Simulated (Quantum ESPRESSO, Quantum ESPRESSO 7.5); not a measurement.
# Cu(110): thickness series by an ASE script

Wanted: a thickness series of Cu(110), driven from Python.

Program: Quantum ESPRESSO 7.5. Level of theory: plane-wave DFT, PBE, GBRV ultrasoft pseudopotentials. Results are calculated unless marked as measured.

## Step 1: Starting point

The cell holds 8 atoms: 8 Cu. Cell: a = 3.610 Å, b = 2.553 Å, c = 23.934 Å, α = 90.0°, β = 90.0°, γ = 90.0°. It derives from Cu. Vacuum lies along c.

Structure file:

```
CELL_PARAMETERS angstrom
3.61000 0.00000 0.00000
0.00000 2.55266 0.00000
0.00000 0.00000 23.93429
ATOMIC_POSITIONS crystal
Cu 0.50000 0.50000 0.31336
Cu 0.00000 0.00000 0.36668
Cu 0.50000 0.50000 0.42001
Cu 0.00000 0.00000 0.47334
Cu 0.50000 0.50000 0.52666
Cu 0.00000 0.00000 0.57999
Cu 0.50000 0.50000 0.63332
Cu 0.00000 0.00000 0.68664
```

## Step 2: Running the series

ASE writes the inputs, starts pw.x and reads the results. Under ESM bc1 the zero of energy of a symmetric slab is the vacuum, so the work function is minus the Fermi level.

run.py

```python
import json
import numpy as np
from ase.build import fcc110
from ase.calculators.espresso import Espresso, EspressoProfile

profile = EspressoProfile(command='mpirun -n 4 pw.x -nk 4', pseudo_dir='../pseudo')
pseudopotentials = {'Cu': 'cu_pbe_v1.2.uspp.F.UPF'}
system = {'ecutwfc': 40, 'ecutrho': 200, 'occupations': 'smearing', 'smearing': 'mv', 'degauss': 0.02}


def calculator(name, kpts, **extra):
    data = dict(control=dict(tprnfor=True, verbosity='high', disk_io='none'),
                system=system | extra,
                electrons=dict(conv_thr=1e-07, mixing_beta=0.4, mixing_mode='local-TF',
                               electron_maxstep=100))
    return Espresso(profile=profile, directory=name, pseudopotentials=pseudopotentials, kpts=kpts, input_data=data)


def centre(atoms):
    z = atoms.positions[:, 2]
    atoms.positions[:, 2] -= (z.max() + z.min()) / 2  # ESM wants the slab about z = 0
    return atoms


rows = []
for n in [3, 4, 5, 6, 7, 8]:
    slab = centre(fcc110('Cu', size=(1, 1, n), a=3.61, vacuum=7.5, periodic=True))
    slab.set_initial_magnetic_moments([0.0] * n)
    slab.calc = calculator(f'n{n}', (8, 12, 1), assume_isolated='esm', esm_bc='bc1')
    energy = slab.get_potential_energy()
    work = -slab.calc.get_fermi_level()
    force = slab.get_forces()[-1, 2]
    rows.append([n, energy, work, force])
    print(f'{n} layers: E = {energy:.5f} eV, work function {work:.3f} eV, force on the top atom {force:+.3f} eV/A')

n, energy = np.array(rows)[:, :2].T
slope, offset = np.polyfit(n[1:], energy[1:], 1)
area = np.linalg.norm(np.cross(*slab.cell[:2]))
gamma = offset / (2 * area) * 16.0218
print(f'bulk energy from the slope {slope:.5f} eV an atom; unrelaxed surface energy {gamma:.3f} J/m^2')
json.dump(dict(rows=rows, slope=slope, gamma=gamma), open('result.json', 'w'))
```

Launch:

```bash
$ OMP_NUM_THREADS=1 python run.py
```

Output:

```text
3 layers: E = -16479.40249 eV, work function 4.378 eV, force on the top atom -0.355 eV/A
4 layers: E = -21973.08323 eV, work function 4.415 eV, force on the top atom -0.243 eV/A
5 layers: E = -27466.83521 eV, work function 4.297 eV, force on the top atom -0.299 eV/A
6 layers: E = -32960.54265 eV, work function 4.413 eV, force on the top atom -0.323 eV/A
7 layers: E = -38454.31542 eV, work function 4.347 eV, force on the top atom -0.320 eV/A
8 layers: E = -43948.02904 eV, work function 4.432 eV, force on the top atom -0.305 eV/A
bulk energy from the slope -5493.73719 eV an atom; unrelaxed surface energy 1.619 J/m^2
```

Run time: 22 min. Hardware: 4 MPI ranks of AMD EPYC 7R13 (Zen 3), shared host; peak memory 1 GiB; 89 min of CPU time.

The input that ASE wrote for the first run, and its log:

```
&CONTROL
   verbosity        = 'high'
   tprnfor          = .true.
   disk_io          = 'none'
   pseudo_dir       = '../pseudo'
/
&SYSTEM
   ecutwfc          = 40
   ecutrho          = 200
   occupations      = 'smearing'
   degauss          = 0.02
   smearing         = 'mv'
   assume_isolated  = 'esm'
   esm_bc           = 'bc1'
   ntyp             = 1
   nat              = 3
   ibrav            = 0
/
&ELECTRONS
   electron_maxstep = 100
   conv_thr         = 1e-07
   mixing_mode      = 'local-TF'
   mixing_beta      = 0.4
/
&IONS
/
&CELL
/
&FCP
/
&RISM
/
ATOMIC_SPECIES
Cu 63.546 cu_pbe_v1.2.uspp.F.UPF

K_POINTS automatic
8 12 1  0 0 0

CELL_PARAMETERS angstrom
3.61000000000000 0.00000000000000 0.00000000000000
0.00000000000000 2.55265548008344 0.00000000000000
0.00000000000000 0.00000000000000 17.55265548008344

ATOMIC_POSITIONS angstrom
Cu 0.0000000000 0.0000000000 -1.2763277400  
Cu 1.8050000000 1.2763277400 0.0000000000  
Cu 0.0000000000 0.0000000000 1.2763277400
```

```text
Program PWSCF v.7.5 starts
[citation notice left out]

     Parallel version (MPI & OpenMP), running on       4 processor cores
     Number of MPI processes:                 4
     Threads/MPI process:                     1

     MPI processes distributed on     1 nodes
[... 1 line left out ...]

Warning: card &CELL ignored
Warning: card &FCP ignored
Warning: card &RISM ignored

     Current dimensions of program PWSCF are:
     Max number of different atomic species (ntypx) = 10
     Max number of k-points (npk) =  40000
     Max angular momentum in pseudopotentials (lmaxx) =  4
     Message from routine setup:
     using ibrav=0 with symmetry is DISCOURAGED, use correct ibrav instead

     K-points division:     npool     =       4
     Subspace diagonalization in iterative solution of the eigenvalue problem:
     a serial algorithm will be used

     G-vector sticks info
     --------------------
     sticks:   dense  smooth     PW     G-vecs:    dense   smooth      PW
     Sum         519     417    137                52139    37345    6715

     Using Slab Decomposition

     bravais-lattice index     =            0
     lattice parameter (alat)  =       6.8219  a.u.
     unit-cell volume          =    1091.5379 (a.u.)^3
     number of atoms/cell      =            3
     number of atomic types    =            1
     number of electrons       =        57.00
     number of Kohn-Sham states=           35
     kinetic-energy cutoff     =      40.0000  Ry
     charge density cutoff     =     200.0000  Ry
     scf convergence threshold =      1.0E-07
     mixing beta               =       0.4000
     number of iterations used =            8  local-TF  mixing
     Exchange-correlation= SLA  PW   PBE  PBE
                           (   1   4   3   4   0   0   0)

     Effective Screening Medium Method
     =================================
     Boundary Conditions: Vacuum-Slab-Vacuum
     total charge in unit cell        =   0.0000
     grid points for fit at edges     =        4

[... 10 lines left out ...]
     PseudoPot. # 1 for Cu read from file:
     ../pseudo/cu_pbe_v1.2.uspp.F.UPF
     Pseudo is Ultrasoft + core correction, Zval = 19.0
     Generated by new atomic code, or converted to UPF format
     Using radial grid of  867 points,  6 beta functions with:
                l(1) =   0
                l(2) =   0
                l(3) =   1
                l(4) =   1
                l(5) =   2
                l(6) =   2
     Q(r) pseudized with  8 coefficients,  rinner =    1.150   1.150   1.150
                                                       1.150   1.150

     atomic species   valence    mass     pseudopotential
     Cu               19.00    63.54600     Cu( 1.00)

      8 Sym. Ops., with inversion, found

                                    s                        frac. trans.

      isym =  1     identity

[... 545 lines left out ...]
   -73.7117 -73.7114 -73.6841 -73.6543 -11.9245  -8.5152  -8.4095  -7.8979
    -7.3375  -7.1054  -6.9885  -6.9016  -6.8280  -6.4733  -6.2578  -6.1682
    -5.9969  -5.9893  -5.7871  -5.7845  -5.6408  -3.5158  -0.7009  -0.5280
    -0.2316   1.2729   1.3293

     occupation numbers
     1.0000   1.0000   1.0000   1.0000   1.0000   1.0000   1.0000   1.0000
     1.0000   1.0000   1.0000   1.0000   1.0000   1.0000   1.0000   1.0000
     1.0000   1.0000   1.0000   1.0000   1.0000   1.0000   1.0000   1.0000
     1.0000   1.0000   1.0000   1.0000   1.0000   0.0000   0.0000   0.0000
     0.0000   0.0000   0.0000

[... 408 lines left out ...]

     the Fermi energy is    -4.3777 ev

!    total energy              =   -1211.21384876 Ry
     estimated scf accuracy    <          3.5E-09 Ry
     smearing contrib. (-TS)   =      -0.00007964 Ry
     internal energy E=F+TS    =   -1211.21376911 Ry

     The total energy is F=E-TS. E is the sum of the following terms:
     one-electron contribution =    2054.18033952 Ry
     hartree contribution      =   -1034.59472713 Ry
     xc contribution           =    -116.26368117 Ry
     ewald contribution        =   -2114.53570033 Ry

     convergence has been achieved in  21 iterations

     negative rho (up, down):  9.964E-05 0.000E+00

     Forces acting on atoms (cartesian axes, Ry/au):

     atom    1 type  1   force =     0.00000000    0.00000000    0.01379858
     atom    2 type  1   force =     0.00000000    0.00000000    0.00000000
     atom    3 type  1   force =     0.00000000    0.00000000   -0.01379858
     The non-local contrib.  to forces
     atom    1 type  1   force =     0.00000000    0.00000000   -0.49799989
     atom    2 type  1   force =     0.00000000    0.00000000    0.00000000
     atom    3 type  1   force =     0.00000000    0.00000000    0.49799989
     The ionic contribution  to forces
     atom    1 type  1   force =    -0.00000000   -0.00000000 -250.57169547
     atom    2 type  1   force =     0.00000000    0.00000000   -0.00000000
     atom    3 type  1   force =    -0.00000000   -0.00000000  250.57169547
     The local contribution  to forces
     atom    1 type  1   force =    -0.00000000    0.00000000  251.08329563
     atom    2 type  1   force =     0.00000000    0.00000005    0.00000335
     atom    3 type  1   force =     0.00000000    0.00000000 -251.08328894
     The core correction contribution to forces
     atom    1 type  1   force =     0.00000000    0.00000000    0.00047636
     atom    2 type  1   force =     0.00000000    0.00000000    0.00000000
     atom    3 type  1   force =    -0.00000000    0.00000000   -0.00047636
     The Hubbard contrib.    to forces
     atom    1 type  1   force =     0.00000000    0.00000000    0.00000000
     atom    2 type  1   force =     0.00000000    0.00000000    0.00000000
     atom    3 type  1   force =     0.00000000    0.00000000    0.00000000
     The SCF correction term to forces
     atom    1 type  1   force =    -0.00000000    0.00000000   -0.00027467
     atom    2 type  1   force =    -0.00000000    0.00000000    0.00000002
     atom    3 type  1   force =    -0.00000000   -0.00000000    0.00027471

     Total force =     0.019514     Total SCF correction =     0.000388
     Message from routine punch:
     Nothing written, as per user request (disk_io='none')

[... 1 line left out ...]

[... 1 line left out ...]

[... 1 line left out ...]

[... 3 lines left out ...]

[... 1 line left out ...]

[... 2 lines left out ...]

[... 1 line left out ...]

[... 1 line left out ...]

=
```

Numbers from this step:

| Item | Value |
| --- | --- |
| surface energy | 1.619 J/m² |
| work function of the thickest slab | 4.432 eV |

The work function by layers:

```
layers  work function (eV)
  3.00                4.38
  4.00                4.41
  5.00                4.30
  6.00                4.41
  7.00                4.35
  8.00                4.43
```

Table of force on the top atom along the normal by layers:

```
layers  force on the top atom along the normal (eV/Å)
  3.00                                         -0.355
  4.00                                         -0.243
  5.00                                         -0.299
  6.00                                         -0.323
  7.00                                         -0.320
  8.00                                         -0.305
```

Energy less the bulk line's slope against layers:

```
layers  energy less the bulk line's slope (meV)
  3.00                                     1809
  4.00                                     1866
  5.00                                     1851
  6.00                                     1880
  7.00                                     1845
  8.00                                     1868
```

## Step 3: Running the series: PBE, SSSP efficiency

Level of this step: plane-wave DFT, PBE, SSSP efficiency pseudopotentials (Quantum ESPRESSO 7.5).

run.py, as its differences from the input of step 2:

```diff
@@ -6,4 +6,4 @@
 profile = EspressoProfile(command='mpirun -n 4 pw.x -nk 4', pseudo_dir='../pseudo')
-pseudopotentials = {'Cu': 'cu_pbe_v1.2.uspp.F.UPF'}
-system = {'ecutwfc': 40, 'ecutrho': 200, 'occupations': 'smearing', 'smearing': 'mv', 'degauss': 0.02}
+pseudopotentials = {'Cu': 'Cu.paw.z_11.ld1.psl.v1.0.0-low.upf'}
+system = {'ecutwfc': 45, 'ecutrho': 360, 'occupations': 'smearing', 'smearing': 'mv', 'degauss': 0.02}
```

Launch:

```bash
$ OMP_NUM_THREADS=1 python run.py
```

Output:

```text
3 layers: E = -8696.06654 eV, work function 4.383 eV, force on the top atom -0.352 eV/A
4 layers: E = -11595.30617 eV, work function 4.419 eV, force on the top atom -0.256 eV/A
5 layers: E = -14494.61650 eV, work function 4.300 eV, force on the top atom -0.315 eV/A
6 layers: E = -17393.88251 eV, work function 4.418 eV, force on the top atom -0.352 eV/A
7 layers: E = -20293.21315 eV, work function 4.351 eV, force on the top atom -0.330 eV/A
8 layers: E = -23192.48538 eV, work function 4.437 eV, force on the top atom -0.312 eV/A
bulk energy from the slope -2899.29551 eV an atom; unrelaxed surface energy 1.628 J/m^2
```

Wall time 17 min (4 MPI ranks); peak memory 1.3 GiB.

Read from the output:

| Quantity | Value |
| --- | --- |
| surface energy | 1.628 J/m² |
| work function of the thickest slab | 4.437 eV |

Work function against layers:

```
layers  work function (eV)
  3.00                4.38
  4.00                4.42
  5.00                4.30
  6.00                4.42
  7.00                4.35
  8.00                4.44
```

The force on the top atom along the normal by layers:

```
layers  force on the top atom along the normal (eV/Å)
  3.00                                         -0.352
  4.00                                         -0.256
  5.00                                         -0.315
  6.00                                         -0.352
  7.00                                         -0.330
  8.00                                         -0.312
```

Energy less the bulk line's slope against layers:

```
layers  energy less the bulk line's slope (meV)
  3.00                                     1820
  4.00                                     1876
  5.00                                     1861
  6.00                                     1891
  7.00                                     1855
  8.00                                     1879
```

## Step 4: The script, with pools = 64

Another try, with an input changed as a hurried user might.

Level of this step: plane-wave DFT, PBE, GBRV ultrasoft pseudopotentials (Quantum ESPRESSO 7.5).

run.py, as its differences from the input of step 2:

```diff
@@ -5,3 +5,3 @@
 
-profile = EspressoProfile(command='mpirun -n 4 pw.x -nk 4', pseudo_dir='../pseudo')
+profile = EspressoProfile(command='mpirun -n 4 pw.x -nk 64', pseudo_dir='../pseudo')
 pseudopotentials = {'Cu': 'cu_pbe_v1.2.uspp.F.UPF'}
@@ -14,3 +14,3 @@
                 electrons=dict(conv_thr=1e-07, mixing_beta=0.4, mixing_mode='local-TF',
-                               electron_maxstep=100))
+                               electron_maxstep=60))
     return Espresso(profile=profile, directory=name, pseudopotentials=pseudopotentials, kpts=kpts, input_data=data)
@@ -25,3 +25,3 @@
 rows = []
-for n in [3, 4, 5, 6, 7, 8]:
+for n in [3, 4, 5]:
     slab = centre(fcc110('Cu', size=(1, 1, n), a=3.61, vacuum=7.5, periodic=True))
```

Launch:

```bash
$ OMP_NUM_THREADS=1 python run.py
```

Output:

```text
subprocess.CalledProcessError: the calculator's command failed
```

Wall time 3 s (4 MPI ranks); peak memory 0.32 GiB.

The input that ASE wrote for the run that failed, and its log:

```
&CONTROL
   verbosity        = 'high'
   tprnfor          = .true.
   disk_io          = 'none'
   pseudo_dir       = '../pseudo'
/
&SYSTEM
   ecutwfc          = 40
   ecutrho          = 200
   occupations      = 'smearing'
   degauss          = 0.02
   smearing         = 'mv'
   assume_isolated  = 'esm'
   esm_bc           = 'bc1'
   ntyp             = 1
   nat              = 3
   ibrav            = 0
/
&ELECTRONS
   electron_maxstep = 60
   conv_thr         = 1e-07
   mixing_mode      = 'local-TF'
   mixing_beta      = 0.4
/
&IONS
/
&CELL
/
&FCP
/
&RISM
/
ATOMIC_SPECIES
Cu 63.546 cu_pbe_v1.2.uspp.F.UPF

K_POINTS automatic
8 12 1  0 0 0

CELL_PARAMETERS angstrom
3.61000000000000 0.00000000000000 0.00000000000000
0.00000000000000 2.55265548008344 0.00000000000000
0.00000000000000 0.00000000000000 17.55265548008344

ATOMIC_POSITIONS angstrom
Cu 0.0000000000 0.0000000000 -1.2763277400  
Cu 1.8050000000 1.2763277400 0.0000000000  
Cu 0.0000000000 0.0000000000 1.2763277400
```

```text
Program PWSCF v.7.5 starts
[citation notice left out]

     Parallel version (MPI & OpenMP), running on       4 processor cores
     Number of MPI processes:                 4
     Threads/MPI process:                     1

     MPI processes distributed on     1 nodes
[... 1 line left out ...]

Warning: card &CELL ignored
Warning: card &FCP ignored
Warning: card &RISM ignored

     Current dimensions of program PWSCF are:
     Max number of different atomic species (ntypx) = 10
     Max number of k-points (npk) =  40000
     Max angular momentum in pseudopotentials (lmaxx) =  4
     Message from routine setup:
     using ibrav=0 with symmetry is DISCOURAGED, use correct ibrav instead

 %%%%%%%%%%%%%%%%%%%%%%%%%%%%%%%%%%%%%%%%%%%%%%%%%%%%%%%%%%%%%%%%%%%%%%%%%%%%%%
     Error in routine mp_start_pools (1):
     invalid number of pools, out of range
 %%%%%%%%%%%%%%%%%%%%%%%%%%%%%%%%%%%%%%%%%%%%%%%%%%%%%%%%%%%%%%%%%%%%%%%%%%%%%%

     stopping ...
```

The input was rejected at the start.

The fault put into the input: more pools than k-points or ranks (pools = 64).

The number of pools must divide the number of ranks; pools beyond the number of k-points stand idle.

## Step 5: The arithmetic

γ = (E_N − N e_bulk)/(2A). The excess of the thickest slab is 1.868 eV and A = 9.215 Å²: 1.868/(2 × 9.215) × 16.02 = 1.62 J/m² (1 eV/Å² = 16.02 J/m²); the fit's intercept gives 1.62.

## Step 6: Outcome

```
work function of the thickest slab, PBE, GBRV ultrasoft  : 4.43 eV
unrelaxed surface energy, PBE, GBRV ultrasoft            : 1.62 J/m²
work function of the thickest slab, PBE, SSSP efficiency : 4.44 eV
unrelaxed surface energy, PBE, SSSP efficiency           : 1.63 J/m²
```

**Reading.** The thickest slab gives a work function of 4.43 eV and the series an unrelaxed surface energy of 1.62 J/m² (PBE, GBRV ultrasoft). The work function swings by 0.14 eV over 3 to 8 layers and by 0.09 eV over the last step; confined states crossing the Fermi level and the finite mesh both contribute. So 8 layers don't yet hold the work function to 0.05 eV on this mesh. The force on the top atom of the thickest slab points inwards (0.30 eV/Å). The slabs are cut from the bulk at the tabulated lattice constant and not relaxed; the surface energy comes from a straight line through the energies of all but the thinnest slab.

[Logs are printed without paths, hosts, clocks, repeated set-up lines and the standing remarks that a program may print on its own settings, such as how far it seeks lower states.]

[Hosts, paths, dates, database ids (printed as entryN), source tags and the programs' standing remarks are cut or masked in the printed files.]

[Maps of the electrostatic potential energy from Ansatz leave out the sawtooth potential of an applied field or a dipole correction, so their vacuum need not be flat; planar profiles and work functions include it.]
